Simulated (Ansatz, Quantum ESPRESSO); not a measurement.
# HfPbO3 (Pm-3m): third-order response, part 3 of 3

Wanted: vibrational spectra of HfPbO3 (Pm-3m) from linear and non-linear response.

Quantum ESPRESSO 8.0 development, patched; DFT LDA, scalar-relativistic, plane waves, PseudoDojo norm-conserving pseudopotentials.

So far. Step 6 (Modes with the sum rule): The rule moves no optical mode by more than 0.2 cm⁻¹. Step 9 (Modes along a direction of q (1 0 0)): The field moves 3 modes; the highest of them now lies at 707 cm⁻¹, where the highest that moved away lay at 596.

### 10. The same in Ansatz

The same cell goes through another code at the same cutoff. The files are of one family, but Ansatz's library holds files of its own making for some heavy elements, so those for Pb may differ. Its k mesh is centred on Γ.

This step: DFT LDA, scalar-relativistic, plane waves, norm-conserving pseudopotentials of its library (PseudoDojo's, some remade) (Ansatz 0.2.0).

Contents of input.yaml:

```yaml
crystal:
  lattice:
    - [4.0632501345, 0.0, 0.0]
    - [0.0, 4.0632501345, 0.0]
    - [0.0, 0.0, 4.0632501345]
  atoms:
    - { symbol: Hf, position: [0.5, 0.5, 0.5] }
    - { symbol: Pb, position: [0.0, 0.0, 0.0] }
    - { symbol: O, position: [0.0, 0.5, 0.5] }
    - { symbol: O, position: [0.5, 0.0, 0.5] }
    - { symbol: O, position: [0.5, 0.5, 0.0] }
kpoints:
  mp_grid: { grid: [8, 8, 8] }
hamiltonian:
  xc: lda
  pseudopotentials: { kind: nc, accuracy: standard }
scf:
  occupations: { method: fixed }
output:
  eigenvalues: true
basis:
  ecutwfc: 1142.878
phonons:
  method: dfpt
  dielectric: true
  rigid_motions: translations
  raman: true
```

The run is started by

```sh
$ ansatz run input.yaml --threads 16 --pin off --max-ram 32768MiB --backend cpu --events-out ev --progress --plain --runs-dir out
```

The log of the run:

```text
Warning: basis.ecutwfc = 1142.878 eV is below the records' recommended 1142.878222 eV, and the density's cutoff is lower with it unless basis.ecutrho_ratio is high enough to keep the records' density cutoff: compare with a run at a higher cutoff
Engine: ansatz 0.2.0, aarch64-unknown-linux-gnu
Pseudopotentials: kind: nc
Pseudopotential: Hf, nc, valence charge 12, recommended cutoff 789.130201 eV (normal), Hf.nc.azcp (PseudoDojo's, or run here from an input of PseudoDojo's; its table is named by hamiltonian.pseudopotentials.accuracy)
Pseudopotential: Pb, nc, valence charge 14, recommended cutoff 761.918815 eV (normal), Pb.nc.azcp (PseudoDojo's, or run here from an input of PseudoDojo's; its table is named by hamiltonian.pseudopotentials.accuracy)
Pseudopotential: O, nc, valence charge 6, recommended cutoff 1142.878222 eV (normal), O.nc.azcp (PseudoDojo's, or run here from an input of PseudoDojo's; its table is named by hamiltonian.pseudopotentials.accuracy)
Functional definition: SPW92
  exchange = slater_x
  correlation = pw_c
Crystal: 5 atoms, lattice volume = 67.084 Å³
Basis set: ecut = 1142.878 eV, 5887 PW (Γ), exchange–correlation on 90×90×90 points (8 copies of the dense FFT grid, shifted against one another)
Bands: 27, of which v1, the nominal top of the filled ones, is band 22 counted from 1 (21 counted from 0)
Symmetry: 48 space group operations
k-points: 170 of 512 (irreducible under 2 space group operations, time reversal used)
Non-local potential: Hf, projectors of the file, l = 0: 2, l = 1: 2, l = 2: 2, l = 3: 2
Non-local potential: Pb, projectors of the file, l = 0: 2, l = 1: 2, l = 2: 2
Non-local potential: O, projectors of the file, l = 0: 2, l = 1: 2, l = 2: 1
Initial density: superposition of atomic densities (chi_scale 0.1, normalization cell, long waves kept (reshape's long-wave potential 0.00 eV rms))
Initial wavefunctions: pseudopotential atomic-orbital guess
Functional: x = slater, c = lda
SCF iter   1: F=—  HF=-4803.746581 eV  |F-HF|=—  |Δ(HF+E_count)|=         —  Δρ=6.38e-2  dr2=4.01e0  ethr=3.10e-3  ⟨swp⟩=5.7  Hψ=19338  notcnv=0  defer=447
preconditioner: auto → Resta (q_TF=auto, 2.543 Å⁻¹)  ε∞=4.9  [insulator: Δε(μ)=3.270 eV  Ē_g=13.693 eV  n_scr=18 (ndim 8)  ℏωp=27.2 eV  f_vac=0.000  ε∞_Penn≈4.9]
SCF iter   2: F=—  HF=-4802.603071 eV  |F-HF|=—  |Δ(HF+E_count)|=    1.14e0  Δρ=3.59e-2  dr2=1.11e0  ethr=3.10e-3  ⟨swp⟩=2.6  Hψ=9497  notcnv=0  defer=442
SCF iter   3: F=—  HF=-4802.201478 eV  |F-HF|=—  |Δ(HF+E_count)|=   4.02e-1  Δρ=1.70e-2  dr2=2.50e-1  ethr=2.52e-3  ⟨swp⟩=3.0  Hψ=9591  notcnv=0  defer=439
SCF iter   4: F=—  HF=-4802.129479 eV  |F-HF|=—  |Δ(HF+E_count)|=   7.20e-2  Δρ=3.64e-3  dr2=4.71e-3  ethr=5.68e-4  ⟨swp⟩=2.9  Hψ=8729  notcnv=0  defer=483
SCF iter   5: F=—  HF=-4802.127937 eV  |F-HF|=—  |Δ(HF+E_count)|=   1.54e-3  Δρ=1.16e-3  dr2=8.21e-4  ethr=1.07e-5  ⟨swp⟩=3.0  Hψ=12640  notcnv=0  defer=496
SCF iter   6: F=—  HF=-4802.127746 eV  |F-HF|=—  |Δ(HF+E_count)|=   1.91e-4  Δρ=2.69e-4  dr2=3.32e-5  ethr=1.87e-6  ⟨swp⟩=2.3  Hψ=6754  notcnv=0  defer=497
SCF iter   7: F=—  HF=-4802.127744 eV  |F-HF|=—  |Δ(HF+E_count)|=   2.33e-6  Δρ=3.94e-5  dr2=8.39e-7  ethr=7.55e-8  ⟨swp⟩=2.5  Hψ=7863  notcnv=0  defer=489
SCF iter   8: F=—  HF=-4802.127680 eV  |F-HF|=—  |Δ(HF+E_count)|=   6.37e-5  Δρ=9.39e-6  dr2=3.40e-8  ethr=1.91e-9  ⟨swp⟩=2.9  Hψ=8574  notcnv=0  defer=473
SCF iter   9: F=—  HF=-4802.127680 eV  |F-HF|=—  |Δ(HF+E_count)|=   8.66e-9  Δρ=1.22e-6  dr2=7.04e-10  ethr=7.73e-11  ⟨swp⟩=2.6  Hψ=8373  notcnv=0  defer=472
SCF iter  10: F=-4802.127680 eV  HF=-4802.127680 eV  |F-HF|=4.55e-12  |Δ(HF+E_count)|=  4.55e-12  Δρ=1.94e-7  dr2=1.59e-11  ethr=1.00e-12  ⟨swp⟩=18.5  Hψ=41806  notcnv=0
SCF 1 converged in 10 iterations: F = -4802.127680 eV  dr2 = 1.59e-11
DFPT response loops at Γ: preconditioner auto → none (the input reference at scf.mixing.eps_inf says where Resta's filter doesn't serve); β = 0.50; Broyden in place of MSR1
── the response to a field inside a basis, on 10×10×10 k-points: an SCF that follows is theirs, and a resumed run solves both again ──
Bands: 23, of which v1, the nominal top of the filled ones, is band 22 counted from 1 (21 counted from 0)
k-points: 35
Initial density: handed on by an earlier stage of this run
Initial wavefunctions: pseudopotential atomic-orbital guess (no wavefunctions were taken with the density)
Eigensolver: Dense (35 Hₖ)
SCF iter   1: F=—  HF=-4802.111045 eV  |F-HF|=—  |Δ(HF+E_count)|=         —  Δρ=1.51e-4  dr2=1.34e-6  ethr=1.00e-1
preconditioner: auto → Resta (q_TF=auto, 2.543 Å⁻¹)  ε∞=4.8  [insulator: Δε(μ)=2.575 eV  Ē_g=15.136 eV  n_scr=18 (ndim 8)  ℏωp=29.4 eV  f_vac=0.000  ε∞_Penn≈4.8]
SCF iter   2: F=—  HF=-4802.111046 eV  |F-HF|=—  |Δ(HF+E_count)|=   1.40e-6  Δρ=7.86e-5  dr2=3.96e-7  ethr=3.05e-9
SCF iter   3: F=—  HF=-4802.111047 eV  |F-HF|=—  |Δ(HF+E_count)|=   5.54e-7  Δρ=9.92e-6  dr2=4.17e-8  ethr=9.00e-10
SCF iter   4: F=—  HF=-4802.111047 eV  |F-HF|=—  |Δ(HF+E_count)|=   9.49e-9  Δρ=2.07e-6  dr2=9.54e-10  ethr=9.48e-11
SCF iter   5: F=-4802.111047 eV  HF=-4802.111047 eV  |F-HF|=3.64e-12  |Δ(HF+E_count)|=  2.50e-10  Δρ=1.96e-7  dr2=1.36e-11  ethr=2.17e-12
SCF 1 converged in 5 iterations: F = -4802.111047 eV  dr2 = 1.36e-11
DFPT response loops at Γ: mixed as the last ones told, above
DFPT response loops at Γ: mixed as the last ones told, above
WARN: field response: ε∞ stands inside a basis, on 10×10×10 points; the force constants stand on the 8×8×8 k-mesh, whose period is 13.46 times the interband length at k = (0.0000, 0.0000, -0.5000), direct gap 2.410 eV, under 14: take them and everything formed from them as unconverged, and compare with a denser kpoints.mp_grid
SCF converged after 10 iterations
Free energy (F): -4802.127680 eV
Harris-Foulkes:  -4802.127680 eV  (|F-HF|=4.55e-12)
Internal energy: -4802.127680 eV  (E = F + TS)
E sigma→0 (E₀):  -4802.127680 eV
Fermi energy:    10.414247 eV
--- Per-component energies (eV) ---
  E_band       = -134.837662
  E_kinetic    = 2242.209993
  E_local      = -2499.221036  (includes V_loc(G=0)·N_el)
  E_nonlocal   = -538.165547
  E_hartree    = 801.037782
  E_xc         = -1261.602493
  E_vxc        = -941.736656  (∫ρ·V_xc dr)
  E_ewald      = -3546.386380
  E_smearing   = -0.000000  (= −TS)
  E_closure    = -0.000000  (closes the sum)
  Σ components = -4802.127680   (vs F -4802.127680, Δ=0.00e0)
--- Band table (eV; the first three rows and the last of 170) ---
  k-point 0: bands = [... 18 lower, 9.2305, 9.9423, 9.9423, 9.9423, 14.5888, 14.5888, 14.5888, 17.1607, ... 1 higher]
  k-point 1: bands = [... 18 lower, 9.1912, 9.5141, 9.9041, 9.9041, 14.5972, 14.9247, 14.9247, 16.2672, ... 1 higher]
  k-point 2: bands = [... 18 lower, 9.0994, 9.3011, 9.8740, 9.8740, 14.6176, 14.7964, 15.5668, 15.5668, ... 1 higher]
  k-point 169: bands = [... 18 lower, 6.2282, 10.2709, 10.2709, 10.2709, 16.3575, 16.3575, 16.3575, 18.7943, ... 1 higher]
--- Phonons (Γ-DFPT): 4 representative perturbations + reference, on 170 of 512 k-points (Σ response iterations 12) ---
  k mesh reduced under 2 symmetry operations, with k and −k counted as one. Each operation leaves every solved perturbation unchanged. A smaller set is not considered because the run solves the response to a homogeneous field
  ASR residual: 8.493e-5 → 0.000e0 eV/Å²; symmetrization residual: 5.722e-6 eV/Å²
  ASR residual per site (eV/Å²): 8.14e-5 6.84e-5 8.49e-5 8.49e-5 8.49e-5
  Γ frequencies (cm⁻¹): -119.40 -119.40 -119.40 0.00 0.00 0.00 110.15 110.15 110.15 144.16 144.16 144.16 596.48 596.48 596.48
  ε∞ (high-frequency dielectric tensor):
        6.645053     0.000000     0.000000
        0.000000     6.645053     0.000000
        0.000000     0.000000     6.645053
  softest optical mode at Γ: -119.40 cm⁻¹; the repairs (sum rule, projections) moved no ω² at Γ by more than (1.70 cm⁻¹)²
  Born effective charges Z* (e; rows j = field, columns β = displacement):
    site 0:
         5.69657   -0.00000    0.00000
        -0.00000    5.69657    0.00000
         0.00000   -0.00000    5.69657
    site 1:
         3.91835    0.00000    0.00000
         0.00000    3.91835    0.00000
         0.00000   -0.00000    3.91835
    site 2:
        -4.58905   -0.00000    0.00000
        -0.00000   -2.51293    0.00000
         0.00000   -0.00000   -2.51293
    site 3:
        -2.51293    0.00000    0.00000
         0.00000   -4.58905    0.00000
         0.00000    0.00000   -2.51293
    site 4:
        -2.51293    0.00000    0.00000
        -0.00000   -2.51293    0.00000
         0.00000   -0.00000   -4.58905
  Z* charge neutrality: 6.539e-5 e pre-enforcement
  solved inside a basis spanned on kpoints, on 10×10×10 k-points transformed towards the longest dipole: ε∞ is read to err by 2.0e-2, Z* by 2.0e-2 e (field_mesh: kpoints solves on kpoints); Z* is corrected for what the basis lacks
  Raman tensors (in the event stream and the table raman_tensors.tsv): an entry may err by 4.7e-3 Å², one of the second-order susceptibility by 5.4e-19 pm/V (basis, points and sum rule); their sum over the sites missed zero by 1.616e-20 Å² ahead of its enforcement
  optical modes at Γ without the LO–TO term, one row a degenerate level:
      ω (cm⁻¹)  modes    IR ((D/Å)²/amu)  static Raman (Å⁴/amu)  depolarisation
       -119.40      3            68.4364                 0.0000               —
        110.15      3             0.0000                 0.0000               —
        144.16      3            33.9756                 0.0000               —
        596.48      3            61.0404                 0.0000               —
  optical modes at Γ + LO–TO along q̂ = [1.0000, 0.0000, 0.0000]:
      ω (cm⁻¹)  modes    IR ((D/Å)²/amu)  static Raman (Å⁴/amu)  depolarisation
       -119.40      2            45.6243                 0.0000               —
         82.80      1             0.3981                 0.0000               —
        110.15      3             0.0000                 0.0000               —
        144.16      2            22.6504                 0.0000               —
        340.69      1            14.8367                 0.0000               —
        596.48      2            40.6936                 0.0000               —
        707.16      1            39.2494                 0.0000               —
  optical modes at Γ + LO–TO along q̂ = [0.0000, 1.0000, 0.0000]:
      ω (cm⁻¹)  modes    IR ((D/Å)²/amu)  static Raman (Å⁴/amu)  depolarisation
       -119.40      2            45.6243                 0.0000               —
         82.80      1             0.3981                 0.0000               —
        110.15      3             0.0000                 0.0000               —
        144.16      2            22.6504                 0.0000               —
        340.69      1            14.8367                 0.0000               —
        596.48      2            40.6936                 0.0000               —
        707.16      1            39.2494                 0.0000               —
  optical modes at Γ + LO–TO along q̂ = [0.0000, 0.0000, 1.0000]:
      ω (cm⁻¹)  modes    IR ((D/Å)²/amu)  static Raman (Å⁴/amu)  depolarisation
       -119.40      2            45.6243                 0.0000               —
         82.80      1             0.3981                 0.0000               —
        110.15      3             0.0000                 0.0000               —
        144.16      2            22.6504                 0.0000               —
        340.69      1            14.8367                 0.0000               —
        596.48      2            40.6936                 0.0000               —
        707.16      1            39.2494                 0.0000               —
```

It took 3.3 min on 16 threads of Arm Neoverse N1, shared host; peak memory 5.4 GiB.

This step gave:

```
sum-rule residual before enforcement             : 8.49e-5 eV/Å²
miss of the charge sum rule                      : 6.54e-5 e
estimated error of the dielectric tensor         : 0.01960
estimated error of the Born charges              : 0.02043 e
highest optical zone-centre mode (no LO-TO term) : 596.5 cm⁻¹
mean high-frequency dielectric constant          : 6.645
highest mode moved by the LO-TO term             : 707.2 cm⁻¹
```

Transverse modes; imaginary modes left out. Lines of the infrared spectrum (strongest = 100):

| position (cm⁻¹) | label | IR intensity ((D/Å)²/amu), degenerate modes summed, relative |
| --- | --- | --- |
| 110 | T2u | 0.0 |
| 144 | T1u | 56 |
| 596 | T1u | 100 |

The log warns that the force constants on this k mesh are to be taken as unconverged.

### 11. Side by side: QE PseudoDojo and Ansatz, library NC

Worked out from the results:

- root-mean-square difference: 0.12 cm⁻¹
- largest difference: 0.23 cm⁻¹

The 12 of 12 modes that differ most. Frequencies side by side:

| q (reciprocal lattice) | mode | QE PseudoDojo (cm⁻¹) | Ansatz, library NC (cm⁻¹) |
| --- | --- | --- | --- |
| 0 0 0 | 1 | -119.4 | -119.4 |
| 0 0 0 | 2 | -119.4 | -119.4 |
| 0 0 0 | 3 | -119.4 | -119.4 |
| 0 0 0 | 7 | 109.9 | 110.2 |
| 0 0 0 | 8 | 109.9 | 110.2 |
| 0 0 0 | 9 | 109.9 | 110.2 |
| 0 0 0 | 10 | 144.1 | 144.2 |
| 0 0 0 | 11 | 144.1 | 144.2 |
| 0 0 0 | 12 | 144.1 | 144.2 |
| 0 0 0 | 13 | 596.5 | 596.5 |
| 0 0 0 | 14 | 596.5 | 596.5 |
| 0 0 0 | 15 | 596.5 | 596.5 |

The two runs side by side. Further quantities:

| quantity | QE PseudoDojo | Ansatz, library NC |
| --- | --- | --- |
| mean ε∞ | 6.653 | 6.645 |
| largest Born charge in size (e; the first before, the second after the charge sum rule) | 5.697 | 5.697 |
| summed IR intensity ((D/Å)²/amu) | 163.5 | 163.5 |

At the zone centre the largest difference (acoustic modes at Γ apart) is 0.04 % of the highest mode.

### 12. Summary of results

* space group after relaxation: Pm-3m
* volume per atom: 13.4 Å³
* gap on the k-mesh: 2.41 eV
* highest optical zone-centre mode (no LO-TO term): 596.5 cm⁻¹
* lowest optical zone-centre mode: -119.4 cm⁻¹
* highest mode moved by the LO-TO term: 707.0 cm⁻¹
* mean high-frequency dielectric constant: 6.65
* largest Born charge in size (third of the trace): 5.70 e
* imaginary optical modes at the zone centre (no q mesh in this session): yes
* largest difference from Ansatz, library NC: 0.23 cm⁻¹

No mode is Raman active in this structure; the strongest infrared line lies at 596 cm⁻¹. At the LDA level the optical modes of HfPbO3 (Pm-3m) at the zone centre (no LO-TO term) run from 119i to 596 cm⁻¹, so the structure is a saddle point, with 3 modes beyond 10i cm⁻¹ there. Along the directions run, the highest mode that the macroscopic field moves lies at 707 cm⁻¹. Of the 12 optical modes, 9 are infrared active alone and 3 are silent. QE PseudoDojo and Ansatz, library NC agree to 0.23 cm⁻¹ (0.04 % of the highest mode compared) on all solved modes but the acoustic ones at Γ, without the LO-TO term. These are harmonic frequencies at zero temperature: anharmonic shifts and linewidths and thermal expansion are left out. Spin-orbit coupling is left out, which can matter for the heavy elements here. Ansatz's log warns that force constants on this k mesh are to be taken as unconverged, an error that the frequencies of both programs share. The build is a development version in which the Raman tensors of release 7.5 are mended; dynmat.x leaves out the electro-optic term of LO lines. The structure comes from a database and need not be the phase that is stable at ambient conditions.

[Host names and launcher messages were left out of these logs when they were recorded.]

[Logs are printed without paths, hosts, clocks, repeated set-up lines and the standing remarks that a program may print on its own settings, such as how far it seeks lower states.]

[Hosts, paths, dates, database ids (printed as entryN), source tags and the programs' standing remarks are cut or masked in the printed files.]
